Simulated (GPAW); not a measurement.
# The N K excitation threshold of AlN (P6_3mc) under uniform strain

For each volume the threshold was computed as E(hole) − E(ground) plus the lowest empty eigenvalue of the hole cell (GPAW, PBE, 16-atom cell, total energies on 4×4×4 k points, the eigenvalue on 5×5×5, hole spin-paired). The values are raw, 8 eV above the value with the free atom's term for the hole's spin taken off; only their change is used. The threshold is the spectrum's zero, where absorption may be weak, not the visible edge.

| volume | ln(V/V₀) | threshold (eV) |
| --- | --- | --- |
| V × 0.94 | -0.06188 | 406.426 |
| V × 0.97 | -0.03046 | ? |
| V × 1 | +0.00000 | 406.092 |
| V × 1.03 | +0.02956 | 405.932 |
| V × 1.06 | +0.05827 | 405.773 |

The database entry behind the starting cell differs from later determinations by our own check (inner coordinate u about 0.002 short), so it need not match the best structure at ambient conditions.

Question: Fit a straight line in ln(V/V₀), give its slope, and predict the threshold at V × 0.97.

The means of the given rows are x̄ = +0.00649 and Ē = 406.056 eV. Σ(x − x̄)(E − Ē) = -0.04304 and Σ(x − x̄)² = 0.00793, so the slope is -5.43 eV, and the line passes the given rows within 0.002 eV. At x = -0.03046 it gives 406.056 + (-5.43) × (-0.03695) = 406.256 eV. The run gives 406.259 eV, a miss of -0.003 eV over a total move of -0.653 eV. The slope is the clamped-ion volume deformation potential of the lowest empty level of the hole cell on this mesh (the hole may pull it below the band edge) against the N 1s level, with the hole's relaxation included: the threshold falls by 0.054 eV for 1 % of expansion. The charged cell's image error also scales with the cell's size and isn't taken out.

[Hosts, paths, dates, database ids (printed as entryN), source tags and the programs' standing remarks are cut or masked in the printed files.]

[Lists of maxima count a maximum above −3 eV only where it reaches 4 % of the highest in the window and stands out from its surroundings by 2 % of it (1.5 % where it reaches 55 %); shoulders and weaker maxima are passed over, and of the rest the first, up to two pre-edge ones and the few strongest are named.]
